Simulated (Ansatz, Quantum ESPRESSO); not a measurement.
# Mode couplings of Zn (P6_3/mmc) in a second program

What λ does ph.x give for Zn (P6_3/mmc), and how does it hang on the broadening? The first relaxation steps of the session are not shown, so no cell shown is the starting entry, unless a step says so.

Main program and level: Ansatz 0.2.0 and Quantum ESPRESSO 7.5; DFT PBE, scalar-relativistic, plane waves, PAW, in the first sound run; inputs show where later runs differ.

Report form: the programs' logs are mostly left out.

## (1) The cell after earlier relaxation steps

It takes space group P6_3/mmc (No. 194, hexagonal). Conventional cell: a = 2.620 Å, b = 2.620 Å, c = 5.206 Å, α = 90.00°, β = 90.00°, γ = 120.00°. Nearest to Zn lie 6 Zn at 2.62 Å.

## (2) Tight relaxation

Phonons are second derivatives about the minimum, so the remaining forces must be small: the thresholds are tightened. Earlier relaxation steps are not shown.

Contents of input.yaml:

```yaml
crystal:
  lattice:
    - [2.6201249656, 0.0, 0.0]
    - [-1.3100624828, 2.2690947813, 0.0]
    - [0.0, 0.0, 5.2059670433]
  atoms:
    - { symbol: Zn, position: [0.3333333333, 0.6666666667, 0.25] }
    - { symbol: Zn, position: [0.6666666667, 0.3333333333, 0.75] }
kpoints:
  mp_grid: { grid: [12, 12, 6] }
hamiltonian:
  xc: pbe
scf:
  occupations: { method: methfessel_paxton, width: 0.2 }
output:
  forces: true
  stress: true
  eigenvalues: true
relax:
  adjacent_minimum: "off"
  f_tol: 0.001
  max_steps: 60
  cell: { stress_tol: 0.01 }
```

Launch:

```
> ansatz run input.yaml --threads 4 --pin off --max-ram 8192MiB --backend cpu --events-out ev --progress --plain --runs-dir out
```

Wall time 2.5 s (4 threads of Arm Neoverse V1, shared host); peak memory 0.34 GiB; 8.7 s of CPU time.

Little changed from the start: no atom moved by 0.005 Å and no cell edge by 0.1 %.

Numbers from this step:

```
pressure          : 0.001586 GPa
volume per atom   : 15.47 Å³
metallic on mesh  : yes
gap on the k-mesh : 0 eV
```

The largest force is now zero by symmetry and the largest stress component 0.0020 GPa.

## (3) Second program, ground state

ph.x needs a tightly converged ground state on the same k mesh; the cell is that of the step before.

This step: DFT PBE, scalar-relativistic, plane waves, GBRV ultrasoft pseudopotentials (Quantum ESPRESSO 7.5).

Contents of pw.in:

```
&control
   calculation = 'scf'
   prefix = 'x'
   outdir = './tmp'
   pseudo_dir = './pseudo'
   tprnfor = .true.
   tstress = .true.
/
&system
   ibrav = 4
   celldm(1) = 4.95197425
   celldm(3) = 1.98579996
   nat = 2
   ntyp = 1
   ecutwfc = 52.0
   ecutrho = 416.0
   occupations = 'smearing'
   smearing = 'fd'
   degauss = 0.00734986
   nbnd = 31
/
&electrons
   conv_thr = 1.0d-11
   mixing_beta = 0.5
/
ATOMIC_SPECIES
 Zn     65.3800  Zn.upf
ATOMIC_POSITIONS crystal
 Zn     0.333333333   0.666666667   0.250000000
 Zn     0.666666667   0.333333333   0.750000000
K_POINTS automatic
 12 12 6 0 0 0
```

Launch:

```
> OMP_NUM_THREADS=1 mpirun -n 4 pw.x -nk 4 -in pw.in > pw.x.log
```

Wall time 14 s (4 MPI ranks); 54 s of CPU time.

This step gave:

```yaml
pressure: -0.424 GPa
```

With these potentials, mesh and smearing the cell is at -0.42 GPa.

## (4) Second program, linear response: Fermi–Dirac smearing of 0.1 eV

ph.x gives each mode's frequency and linewidth; λ of a mode follows from Gaussian double-delta sums over the k mesh, here at four widths.

Contents of ph.in:

```
phonons and couplings
&inputph
   prefix = 'x'
   outdir = './tmp'
   tr2_ph = 1.0d-15
   fildyn = 'x.dyn'
   fildvscf = 'dvscf'
   ldisp = .true.
   nq1 = 3
   nq2 = 3
   nq3 = 1
   electron_phonon = 'simple'
   el_ph_ngauss = 0
   el_ph_sigma = 0.00734986
   el_ph_nsigma = 4
   alpha_mix(1) = 0.5
   amass(1) = 65.38
/
```

Launch:

```
> OMP_NUM_THREADS=1 mpirun -n 4 ph.x -nk 4 -in ph.in > ph.x.log
```

Wall time 26 min (4 MPI ranks).

Numbers from this step:

```
highest frequency, solved or plainly interpolated : 194.6 cm⁻¹
omega log against width                           : 14.82, 12.22, 10.77, 9.844 meV, at widths 0.1 to 0.4 eV
```

As ph.x prints them, no sum rule imposed; at the zone centre the sum is no linewidth. Double-delta sums:

| q1 | q2 | q3 | star | mode | omega (meV) | lambda_q, sigma 0.1 eV | lambda_q, sigma 0.2 eV | lambda_q, sigma 0.3 eV | lambda_q, sigma 0.4 eV | half width at sigma 0.2 (meV) |
| --- | --- | --- | --- | --- | --- | --- | --- | --- | --- | --- |
| 0 | 0 | 0 | 1 | 1 | -0.2139 | 0 | 0 | 0 | 0 | 0 |
| 0 | 0 | 0 | 1 | 2 | -0.2139 | 0 | 0 | 0 | 0 | 0 |
| 0 | 0 | 0 | 1 | 3 | 0.722 | 0 | 0 | 0 | 0 | 0 |
| 0 | 0 | 0 | 1 | 4 | 7.392 | 0.0719 | 0.0424 | 0.0331 | 0.0374 | 0.001241 |
| 0 | 0 | 0 | 1 | 5 | 7.392 | 0.0719 | 0.0424 | 0.0331 | 0.0374 | 0.001241 |
| 0 | 0 | 0 | 1 | 6 | 14.57 | 0.0165 | 0.0071 | 0.0142 | 0.0397 | 8.27e-4 |
| 0 | 0.3333 | 0 | 6 | 1 | 4.74 | 0.4462 | 0.2431 | 0.1518 | 0.1431 | 0.002936 |
| 0 | 0.3333 | 0 | 6 | 2 | 9.795 | 3.00e-4 | 7.00e-4 | 0.0214 | 0.1113 | 4.14e-5 |
| 0 | 0.3333 | 0 | 6 | 3 | 13.35 | 0.0016 | 8.00e-4 | 5.00e-4 | 7.00e-4 | 8.27e-5 |
| 0 | 0.3333 | 0 | 6 | 4 | 13.67 | 0.0152 | 0.0063 | 0.0033 | 0.0024 | 6.20e-4 |
| 0 | 0.3333 | 0 | 6 | 5 | 23.42 | 0.2415 | 0.1013 | 0.0556 | 0.0392 | 0.02994 |
| 0 | 0.3333 | 0 | 6 | 6 | 24.12 | 0.3496 | 0.1512 | 0.0862 | 0.0613 | 0.04744 |
| 0.3333 | 0.3333 | 0 | 2 | 1 | 5.721 | 0.0681 | 0.2064 | 0.2538 | 0.2741 | 0.003639 |
| 0.3333 | 0.3333 | 0 | 2 | 2 | 5.721 | 0.0681 | 0.2064 | 0.2538 | 0.2741 | 0.003639 |
| 0.3333 | 0.3333 | 0 | 2 | 3 | 21.94 | 0 | 0 | 0.001 | 0.004 | 0 |
| 0.3333 | 0.3333 | 0 | 2 | 4 | 22.95 | 0.5847 | 0.2474 | 0.1502 | 0.1297 | 0.07022 |
| 0.3333 | 0.3333 | 0 | 2 | 5 | 22.95 | 0.5847 | 0.2474 | 0.1502 | 0.1297 | 0.07022 |
| 0.3333 | 0.3333 | 0 | 2 | 6 | 23.52 | 0.6617 | 0.2812 | 0.1704 | 0.1383 | 0.08391 |

Mean over the q mesh without its centre; few wavevectors enter, so none of the widths can be taken as converged. Coupling constant λ, lambda against Gaussian width:

| Gaussian width (eV) | coupling constant λ, lambda |
| --- | --- |
| 0.100 | 1.28 |
| 0.200 | 0.675 |
| 0.300 | 0.484 |
| 0.400 | 0.506 |

λ runs from 1.28 at 0.1 eV to 0.506 at 0.4 eV.

## (5) Deformation potentials: PseudoDojo files, cutoff 1142.88 eV, Fermi–Dirac smearing of 0.1 eV

The exported deformation potentials allow the same Gaussian double-delta sums that other programs print.

This step: DFT PBE, scalar-relativistic, plane waves, PseudoDojo norm-conserving pseudopotentials (Ansatz 0.2.0).

Contents of input.yaml:

```yaml
crystal:
  lattice:
    - [2.6204719222, 0.0, 0.0]
    - [-1.3102359611, 2.2693952545, 0.0]
    - [0.0, 0.0, 5.2037330355]
  atoms:
    - { symbol: Zn, position: [0.3333333333, 0.6666666667, 0.25] }
    - { symbol: Zn, position: [0.6666666667, 0.3333333333, 0.75] }
kpoints:
  mp_grid: { grid: [10, 10, 4] }
hamiltonian:
  xc: pbe
  pseudopotentials: { kind: nc, accuracy: standard }
scf:
  occupations: { method: fermi_dirac, width: 0.1 }
  n_extra_bands: 14
output:
  eigenvalues: true
basis:
  ecutwfc: 1142.878
phonons:
  method: dfpt
  qmesh: [2, 2, 1]
  temperatures: { t_max: 1000, t_step: 50 }
  qpath:
    path:
      - [[0.0, 0.0, 0.0], [0.5, 0.0, 0.0], [0.33333333, 0.33333333, 0.0], [0.0, 0.0, 0.0], [0.0, 0.0, 0.5], [0.5, 0.0, 0.5], [0.33333333, 0.33333333, 0.5], [0.0, 0.0, 0.5]]
      - [[0.5, 0.0, 0.5], [0.5, 0.0, 0.0]]
      - [[0.33333333, 0.33333333, 0.5], [0.33333333, 0.33333333, 0.0]]
    npoints: 10
  electron_phonon_deformation_potentials: { window_half_width: 2.5 }
```

Launch:

```
> ansatz run input.yaml --threads 4 --pin off --max-ram 8192MiB --backend cpu --events-out ev --progress --plain --runs-dir out
```

The job ended after 51 s (4 threads; peak memory 2.5 GiB; 3.1 min of CPU time).

Numbers from this step:

```yaml
zero_point_energy: 0.04333 eV/cell
share_of_imaginary_modes_in_the_plain_interpolation_between_solved_wavevectors: 0
highest_frequency_solved_or_plainly_interpolated: 225.7 cm⁻¹
debye_temperature_second_moment: 244 K
```

Allen's double-delta sum on the run's k mesh, delta = exp(-(x/sigma)^2)/(sigma sqrt(pi)); at the zone centre the sum is no linewidth. Double-delta sums:

| q1 | q2 | q3 | star | mode | omega (meV) | lambda_q, sigma 0.05 eV | lambda_q, sigma 0.1 eV | lambda_q, sigma 0.2 eV | lambda_q, sigma 0.3 eV | lambda_q, sigma 0.4 eV | half width at sigma 0.2 (meV) | <D²> at sigma 0.2 ((eV/Å)²) | nesting at sigma 0.2 (1/eV²) |
| --- | --- | --- | --- | --- | --- | --- | --- | --- | --- | --- | --- | --- | --- |
| 0 | 0 | 0 | 1 | 1 | 0 | - | - | - | - | - | 3.19e-12 | 4.59e-11 | 0.6926 |
| 0 | 0 | 0 | 1 | 2 | 0 | - | - | - | - | - | 3.19e-12 | 4.59e-11 | 0.6926 |
| 0 | 0 | 0 | 1 | 3 | 0 | - | - | - | - | - | 3.19e-12 | 4.59e-11 | 0.6926 |
| 0 | 0 | 0 | 1 | 4 | 7.409 | 5.59e-4 | 0.04922 | 0.1172 | 0.1085 | 0.08804 | 0.005514 | 0.07928 | 0.6926 |
| 0 | 0 | 0 | 1 | 5 | 7.409 | 5.59e-4 | 0.04922 | 0.1172 | 0.1085 | 0.08804 | 0.005514 | 0.07928 | 0.6926 |
| 0 | 0 | 0 | 1 | 6 | 11.61 | 2.14e-6 | 0.06131 | 1.128 | 1.187 | 0.891 | 0.1304 | 1.875 | 0.6926 |
| 0 | -0.5 | 0 | 3 | 1 | 5.242 | 5.14e-26 | 1.17e-13 | 6.40e-4 | 0.03792 | 0.1711 | 1.51e-5 | 0.002488 | 0.06029 |
| 0 | -0.5 | 0 | 3 | 2 | 6.67 | 7.52e-26 | 2.49e-14 | 1.35e-4 | 0.006974 | 0.02722 | 5.16e-6 | 8.53e-4 | 0.06029 |
| 0 | -0.5 | 0 | 3 | 3 | 15.2 | 5.88e-9 | 0.002519 | 0.02246 | 0.02489 | 0.02016 | 0.004445 | 0.7341 | 0.06029 |
| 0 | -0.5 | 0 | 3 | 4 | 15.23 | 5.80e-8 | 0.001239 | 0.002999 | 0.002548 | 0.001876 | 5.96e-4 | 0.0985 | 0.06029 |
| 0 | -0.5 | 0 | 3 | 5 | 26.86 | 3.21e-7 | 0.006848 | 0.01659 | 0.01459 | 0.01256 | 0.01026 | 1.695 | 0.06029 |
| 0 | -0.5 | 0 | 3 | 6 | 27.98 | 1.22e-8 | 9.82e-4 | 0.007327 | 0.008576 | 0.009064 | 0.004916 | 0.8119 | 0.06029 |

Mean over the q mesh without its centre; few wavevectors enter, so none of the widths can be taken as converged. Table of coupling constant λ, lambda by Gaussian width:

| Gaussian width (eV) | coupling constant λ, lambda |
| --- | --- |
| 0.050 | 4.0e-7 |
| 0.100 | 0.0116 |
| 0.200 | 0.0502 |
| 0.300 | 0.0955 |
| 0.400 | 0.242 |

Among the solved wavevectors the lowest mode, translations apart, is 42.3 cm⁻¹, so these are real on this k mesh.

## (6) Second program, ground state

This step: DFT PBE, scalar-relativistic, plane waves, PseudoDojo norm-conserving pseudopotentials (Quantum ESPRESSO 7.5).

Edit pw.in of step 3 so:

```diff
@@ -14,4 +14,4 @@
    ntyp = 1
-   ecutwfc = 52.0
-   ecutrho = 416.0
+   ecutwfc = 84.0
+   ecutrho = 336.0
    occupations = 'smearing'
@@ -31,2 +31,2 @@
 K_POINTS automatic
- 12 12 6 0 0 0
+ 10 10 4 0 0 0
```

Launch:

```
> OMP_NUM_THREADS=1 mpirun -n 4 pw.x -nk 4 -in pw.in > pw.x.log
```

The job ended after 15 s (4 MPI ranks; 58 s of CPU time).

Numbers from this step:

```yaml
pressure: -0.6107 GPa
```

With these potentials, mesh and smearing the cell is at -0.61 GPa.

## (7) Phonons and couplings with ph.x: Fermi–Dirac smearing of 0.1 eV

Edit ph.in of step 4 so:

```diff
@@ -8,4 +8,4 @@
    ldisp = .true.
-   nq1 = 3
-   nq2 = 3
+   nq1 = 2
+   nq2 = 2
    nq3 = 1
```

Launch:

```
> OMP_NUM_THREADS=1 mpirun -n 4 ph.x -nk 4 -in ph.in > ph.x.log
```

It took 9.4 min on 4 MPI ranks.

Numbers from this step:

| Quantity | Value |
| --- | --- |
| highest frequency, solved or plainly interpolated | 226.7 cm⁻¹ |
| omega log against width | 22.81, 20.37, 13.34, 8.809 meV, at widths 0.1 to 0.4 eV |

As ph.x prints them, no sum rule imposed; at the zone centre the sum is no linewidth. Double-delta sums:

| q1 | q2 | q3 | star | mode | omega (meV) | lambda_q, sigma 0.1 eV | lambda_q, sigma 0.2 eV | lambda_q, sigma 0.3 eV | lambda_q, sigma 0.4 eV | half width at sigma 0.2 (meV) |
| --- | --- | --- | --- | --- | --- | --- | --- | --- | --- | --- |
| 0 | 0 | 0 | 1 | 1 | 1.045 | 0 | 0 | 0 | 0 | 0 |
| 0 | 0 | 0 | 1 | 2 | 1.045 | 0 | 0 | 0 | 0 | 0 |
| 0 | 0 | 0 | 1 | 3 | 1.711 | 0 | 0 | 0 | 0 | 0 |
| 0 | 0 | 0 | 1 | 4 | 7.586 | 0.0469 | 0.1118 | 0.1035 | 0.084 | 0.0055 |
| 0 | 0 | 0 | 1 | 5 | 7.586 | 0.0469 | 0.1118 | 0.1035 | 0.084 | 0.0055 |
| 0 | 0 | 0 | 1 | 6 | 11.75 | 0.06 | 1.103 | 1.16 | 0.8703 | 0.1305 |
| 0 | -0.5 | 0 | 3 | 1 | 6.51 | 0 | 4.00e-4 | 0.0246 | 0.1109 | 0 |
| 0 | -0.5 | 0 | 3 | 2 | 7.685 | 0 | 1.00e-4 | 0.0053 | 0.0205 | 0 |
| 0 | -0.5 | 0 | 3 | 3 | 15.59 | 0.0024 | 0.0213 | 0.0237 | 0.0192 | 0.004425 |
| 0 | -0.5 | 0 | 3 | 4 | 15.68 | 0.0012 | 0.0028 | 0.0024 | 0.0018 | 5.79e-4 |
| 0 | -0.5 | 0 | 3 | 5 | 27.02 | 0.0068 | 0.0164 | 0.0144 | 0.0124 | 0.01026 |
| 0 | -0.5 | 0 | 3 | 6 | 28.11 | 0.001 | 0.0073 | 0.0085 | 0.009 | 0.004921 |

Mean over the q mesh without its centre; few wavevectors enter, so none of the widths can be taken as converged. Table of coupling constant λ, lambda by Gaussian width:

| Gaussian width (eV) | coupling constant λ, lambda |
| --- | --- |
| 0.100 | 0.0114 |
| 0.200 | 0.0483 |
| 0.300 | 0.0789 |
| 0.400 | 0.174 |

λ runs from 0.0114 at 0.1 eV to 0.174 at 0.4 eV.

## (8) Summary of results

```json
{
  "phonon run of the rows without a label of their own": "PBE, q 2×2×1, k 10×10×4",
  "coupling λ by Gaussian sums at 0.2 eV, Quantum ESPRESSO, GBRV, cutoff 707 eV, q 3×3×1, k 12×12×6": "0.675",
  "coupling λ by Gaussian sums at 0.2 eV, Ansatz, PseudoDojo, cutoff 1143 eV, q 2×2×1, k 10×10×4": "0.0502",
  "coupling λ by Gaussian sums at 0.2 eV, Quantum ESPRESSO, PseudoDojo, cutoff 1143 eV, q 2×2×1, k 10×10×4": "0.0483"
}
```

**Reading.** Under gradient-corrected functionals ph.x can misplace modes where the density is low; no frozen-phonon run checks these frequencies. With the same potentials, cutoff and meshes the two programs' mean λ differ by at most 39 % over the four widths. In the last run that gave them, λ from the Gaussian sums still varies by a factor of 15 between widths of 0.1 and 0.4 eV; these sums hold few wavevectors and leave out the zone centre.

[Logs are printed without paths, hosts, clocks, repeated set-up lines and the standing remarks that a program may print on its own settings, such as how far it seeks lower states.]

[Hosts, paths, dates, database ids (printed as entryN), source tags and the programs' standing remarks are cut or masked in the printed files.]
